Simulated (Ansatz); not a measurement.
# Na on Cu(111): change of the work function, part 3 of 4

How does one ordered layer of Na (fcc site) change the work function of Cu(111), and what dipole does each adsorbate carry?

Ansatz 0.2.0; plane-wave DFT, RPBE, Ansatz PAW (the session's first sound run).

So far, work function, upper face (eV): step 2 (the clean slab) 4.67; step 3 (17 atoms, coverage 0.25 ML, cell 2x2) 1.88.

**5. The 0.25 ML cell at another level of theory, cutoff 420 eV, functional revpbe**

This step: plane-wave DFT, revPBE, Ansatz PAW (Ansatz 0.2.0).

The geometry is kept and the functional is revPBE.

Contents of input.yaml:

```yaml
crystal:
  lattice:
    - [5.1053109602, 0.0, 0.0]
    - [2.5526554801, 4.4213289858, 0.0]
    - [0.0, 0.0, 27.1061454206]
  atoms:
    - { symbol: Cu, position: [0.0, 0.0, 0.3320280276] }
    - { symbol: Cu, position: [0.1666666667, 0.1666666667, 0.4089196121] }
    - { symbol: Cu, position: [0.3339826032, 0.3339826032, 0.4873983197] }
    - { symbol: Cu, position: [-0.0011007055, -0.0011007055, 0.5653218469] }
    - { symbol: Cu, position: [0.0, 0.5, 0.3320280276] }
    - { symbol: Cu, position: [0.1666666667, 0.6666666667, 0.4089196121] }
    - { symbol: Cu, position: [0.3339826032, 0.8320347935, 0.4873983197] }
    - { symbol: Cu, position: [-0.0011007055, 0.502201411, 0.5653218469] }
    - { symbol: Cu, position: [0.5, 0.0, 0.3320280276] }
    - { symbol: Cu, position: [0.6666666667, 0.1666666667, 0.4089196121] }
    - { symbol: Cu, position: [0.8320347935, 0.3339826032, 0.4873983197] }
    - { symbol: Cu, position: [0.502201411, -0.0011007055, 0.5653218469] }
    - { symbol: Cu, position: [0.5, 0.5, 0.3320280276] }
    - { symbol: Cu, position: [0.6666666667, 0.6666666667, 0.4089196121] }
    - { symbol: Cu, position: [0.8333333333, 0.8333333333, 0.4867232038] }
    - { symbol: Cu, position: [0.5, 0.5, 0.5691991494] }
    - { symbol: Na, position: [0.1666666667, 0.1666666667, 0.6566526195] }
kpoints:
  mp_grid: { grid: [7, 7, 1] }
hamiltonian:
  xc: revpbe
scf:
  occupations: { method: fermi_dirac, width: 0.1 }
  convergence: { dr2_threshold: 1.0e-08 }
efield:
  axis: 3
  dipole_correction: true
  ramp_position: 0.97
  ramp_width: 0.06
output:
  write_potential: true
  write_density: true
  volumetric_format: npy
```

Launch:

```bash
ansatz run input.yaml --threads 4 --pin off --max-ram 6144MiB --backend cpu --events-out ev --progress --plain --runs-dir out
```

Numbers of over 12 decimals in the logs are rounded to 6 here.

What it wrote:

```text
[...]
Crystal: 17 atoms, lattice volume = 611.847 Å³
Basis set: ecut = 420 eV, 12025 PW (Γ)
Bands: 188, of which v1, the nominal top of the filled ones, is band 157 counted from 1 (156 counted from 0)
Symmetry: 6 space group operations
[...]
k-points: 8 of 49 (time reversal used)
[...]
SCF iter   1: F=—  HF=-107547.647139 eV  |F-HF|=—  |Δ(HF+E_count)|=         —  Δρ=4.30e-3  dr2=1.45e-1  ethr=1.77e-3  p=0.337 e·Å  D=9.98e-2 V/Å  ΔV_dip=-2.70 eV  dr2_dipole=2.54e-2  V_vac-E_F(+/−)=1.99/4.70 eV  ⟨swp⟩=6.5  Hψ=5909  notcnv=0  defer=96
[...]
SCF iter  13: F=-107547.657171 eV  HF=-107547.657171 eV  |F-HF|=2.59e-9  |Δ(HF+E_count)|=   1.35e-8  Δρ=5.13e-7  dr2=1.85e-9  ethr=3.19e-12  p=0.351 e·Å  D=1.04e-1 V/Å  ΔV_dip=-2.82 eV  dr2_dipole=2.07e-11  V_vac-E_F(+/−)=1.86/4.67 eV  ⟨swp⟩=2.6  Hψ=4084  notcnv=0
SCF 1 converged in 13 iterations: F = -107547.657171 eV  dr2 = 1.85e-9
[...]
SCF converged after 13 iterations
Free energy (F): -107547.657171 eV
[...]
Internal energy: -107547.495428 eV  (E = F + TS)
E sigma→0 (E₀):  -107547.576299 eV
Entropy (-TS):   -0.161742 eV (-9.514 meV/atom)
Fermi energy:    3.299685 eV
Dipole field:    D = 0.103908 V/Å  (p = 0.351340 e·Å, saw-weighted, corrected)
Work function:   Φ+ = 1.8578 eV   Φ− = 4.6743 eV
[...]
--- Band table (eV; the first three rows and the last of 8) ---
  k-point 0: bands = [... 153 lower, 3.0749, 3.0790, 3.0790, 3.5940, 4.0304, 4.0502, 4.0502, 4.6041, ... 27 higher]
  k-point 1: bands = [... 153 lower, 2.8781, 3.0187, 3.1374, 3.1409, 3.7891, 3.8326, 3.8342, 4.1087, ... 27 higher]
  k-point 2: bands = [... 153 lower, 2.5584, 3.0574, 3.1925, 3.1941, 3.6884, 3.7409, 3.7529, 4.4506, ... 27 higher]
  k-point 7: bands = [... 153 lower, 1.8573, 2.1672, 2.7311, 2.7481, 3.6854, 4.5725, 4.6345, 4.9431, ... 27 higher]
```

Elapsed: 47 s, on 4 threads of Arm Neoverse V2, shared host; peak memory 2.7 GiB.

Numbers from this step:

| Item | Value |
| --- | --- |
| energy at zero smearing | -107547.5763 eV |
| work function, upper face | 1.858 eV |
| work function, lower face | 4.674 eV |
| dipole along the normal | 0.3513 e·Å |
| step between the vacuum levels | -2.817 eV |

The work function comes to 1.86 eV, -0.03 eV from the first level.

**6. The 0.25 ML cell at another level of theory, cutoff 1440 eV, functional PBE**

This step: plane-wave DFT, PBE, JTH PAW (Ansatz 0.2.0).

The geometry is kept and the functional is PBE; other changes against the main runs: JTH PAW files and cutoff 420 → 1440.

Changes to input.yaml since step 5:

```diff
@@ -26,3 +26,4 @@
 hamiltonian:
-  xc: revpbe
+  xc: pbe
+  pseudopotentials: { kind: paw, source: jth }
 scf:
```

What it wrote:

```text
Warning: <dir> the checks of this Cu dataset prove no rule for summing its radial tables, as where they were carried onto another mesh than they were made on, and Gregory's rule is taken, under which a leading mesh point left out moves its sums only by what lay on the interval it spanned. That does not make them correct, and they differ from Quantum ESPRESSO's on this file; a re-export a fraction of a mesh step off can move them. hamiltonian.pseudopotentials.radial_quadrature: simpson_from_first_knot sums it by `pw.x`'s rule; on a PAW file no value gives `pw.x`'s numbers. What more to know: hamiltonian.pseudopotentials.radial_quadrature, in the input reference
Warning: <dir> the checks of this Na dataset prove no rule for summing its radial tables, as where they were carried onto another mesh than they were made on, and Gregory's rule is taken, under which a leading mesh point left out moves its sums only by what lay on the interval it spanned. That does not make them correct, and they differ from Quantum ESPRESSO's on this file; a re-export a fraction of a mesh step off can move them. hamiltonian.pseudopotentials.radial_quadrature: simpson_from_first_knot sums it by `pw.x`'s rule; on a PAW file no value gives `pw.x`'s numbers. What more to know: hamiltonian.pseudopotentials.radial_quadrature, in the input reference
[...]
Crystal: 17 atoms, lattice volume = 611.847 Å³
Basis set: ecut = 1440 eV, 76019 PW (Γ)
Bands: 188, of which v1, the nominal top of the filled ones, is band 157 counted from 1 (156 counted from 0)
Symmetry: 6 space group operations
[...]
k-points: 8 of 49 (time reversal used)
[...]
SCF iter   1: F=—  HF=-107487.401427 eV  |F-HF|=—  |Δ(HF+E_count)|=         —  Δρ=9.62e-2  dr2=4.73e1  ethr=3.10e-3  p=0.000 e·Å  D=5.42e-7 V/Å  ΔV_dip=-0.00 eV  dr2_dipole=2.73e-1  V_vac-E_F(+/−)=4.36/4.36 eV  ⟨swp⟩=13.5  Hψ=8474  notcnv=0  defer=120
[...]
SCF iter  13: F=-107474.632787 eV  HF=-107474.632787 eV  |F-HF|=1.37e-8  |Δ(HF+E_count)|=   3.34e-8  Δρ=1.18e-6  dr2=9.33e-9  ethr=3.19e-12  p=0.360 e·Å  D=1.06e-1 V/Å  ΔV_dip=-2.88 eV  dr2_dipole=1.00e-9  V_vac-E_F(+/−)=1.94/4.82 eV  ⟨swp⟩=27.8  Hψ=8423  notcnv=0
SCF 1 converged in 13 iterations: F = -107474.632787 eV  dr2 = 9.33e-9
[...]
SCF converged after 13 iterations
the last check of whether an eigenvalue changes by more than its tolerance under the output density was not made (no_room)
Free energy (F): -107474.632787 eV
[...]
Internal energy: -107474.471046 eV  (E = F + TS)
E sigma→0 (E₀):  -107474.551916 eV
Entropy (-TS):   -0.161741 eV (-9.514 meV/atom)
Fermi energy:    4.122488 eV
Dipole field:    D = 0.106424 V/Å  (p = 0.359851 e·Å, saw-weighted, corrected)
Work function:   Φ+ = 1.9402 eV   Φ− = 4.8250 eV
[...]
--- Band table (eV; the first three rows and the last of 8) ---
  k-point 0: bands = [... 153 lower, 3.8948, 3.8991, 3.8991, 4.4320, 4.8508, 4.8707, 4.8707, 5.4226, ... 27 higher]
  k-point 1: bands = [... 153 lower, 3.6990, 3.8395, 3.9593, 3.9630, 4.6180, 4.6527, 4.6622, 4.9264, ... 27 higher]
  k-point 2: bands = [... 153 lower, 3.3810, 3.8795, 4.0163, 4.0179, 4.5122, 4.5624, 4.5744, 5.2842, ... 27 higher]
  k-point 7: bands = [... 153 lower, 2.6847, 2.9937, 3.5545, 3.5734, 4.5056, 5.3858, 5.4593, 5.7677, ... 27 higher]
```

Wall time 4.1 min (4 threads); peak memory 5.3 GiB.

This step gave:

* energy at zero smearing: -107474.5519 eV
* work function, upper face: 1.940 eV
* work function, lower face: 4.825 eV
* dipole along the normal: 0.3599 e·Å
* step between the vacuum levels: -2.885 eV

The work function comes to 1.94 eV, +0.06 eV from the first level.

**7. The 0.25 ML cell at another level of theory, cutoff 1251.72 eV, functional PBE**

This step: plane-wave DFT, PBE, norm-conserving (Ansatz 0.2.0).

The geometry is kept and the functional is PBE; other changes against the main runs: norm-conserving files and cutoff 420 → 1251.72.

Changes to input.yaml since step 6:

```diff
@@ -27,3 +27,3 @@
   xc: pbe
-  pseudopotentials: { kind: paw, source: jth }
+  pseudopotentials: { kind: nc }
 scf:
```

What it wrote:

```text
[...]
Crystal: 17 atoms, lattice volume = 611.847 Å³
Basis set: ecut = 1251.723767 eV, 61567 PW (Γ)
Bands: 188, of which v1, the nominal top of the filled ones, is band 157 counted from 1 (156 counted from 0)
Symmetry: 6 space group operations
[...]
k-points: 8 of 49 (time reversal used)
[...]
k-point 0: bands = [... 153 lower, 3.1369, 3.1412, 3.1412, 3.6744, 4.0914, 4.1115, 4.1115, 4.6608, ... 27 higher]
  k-point 1: bands = [... 153 lower, 2.9365, 3.0809, 3.1996, 3.2032, 3.8582, 3.8916, 3.9032, 4.1666, ... 27 higher]
  k-point 2: bands = [... 153 lower, 2.6219, 3.1181, 3.2546, 3.2562, 3.7533, 3.7998, 3.8117, 4.5267, ... 27 higher]
  k-point 7: bands = [... 153 lower, 1.9208, 2.2345, 2.7934, 2.8119, 3.7442, 4.6234, 4.6959, 5.0080, ... 27 higher]
[key lines of the parts left out:]
SCF converged after 12 iterations
Free energy (F): -83859.222486 eV
Fermi energy:    3.361502 eV
Dipole field:    D = 0.106599 V/Å  (p = 0.360441 e·Å, saw-weighted, corrected)
Work function:   Φ+ = 1.9356 eV   Φ− = 4.8251 eV
```

Run time: 2.9 min. Hardware: 4 threads; peak memory 4.4 GiB.

The work function comes to 1.94 eV, +0.05 eV from the first level.

**8. Comparing the runs**

Times are for 4 threads of Arm Neoverse V2, shared host. The runs compared:

```
no.  functional  work function, upper face (eV)  dipole along the normal (e·Å)     time  memory (GiB)
  1      revpbe                           1.858                         0.3513     47 s           2.7
  2         pbe                           1.940                         0.3599  4.1 min           5.3
  3         pbe                           1.936                         0.3604  2.9 min           4.4
```

(Continued in part 4 of 4.)

[Logs are printed without paths, hosts, clocks, repeated set-up lines and the standing remarks that a program may print on its own settings, such as how far it seeks lower states.]

[Hosts, paths, dates, database ids (printed as entryN), source tags and the programs' standing remarks are cut or masked in the printed files.]

[Maps of the electrostatic potential energy from Ansatz leave out the sawtooth potential of an applied field or a dipole correction, so their vacuum need not be flat; planar profiles and work functions include it.]
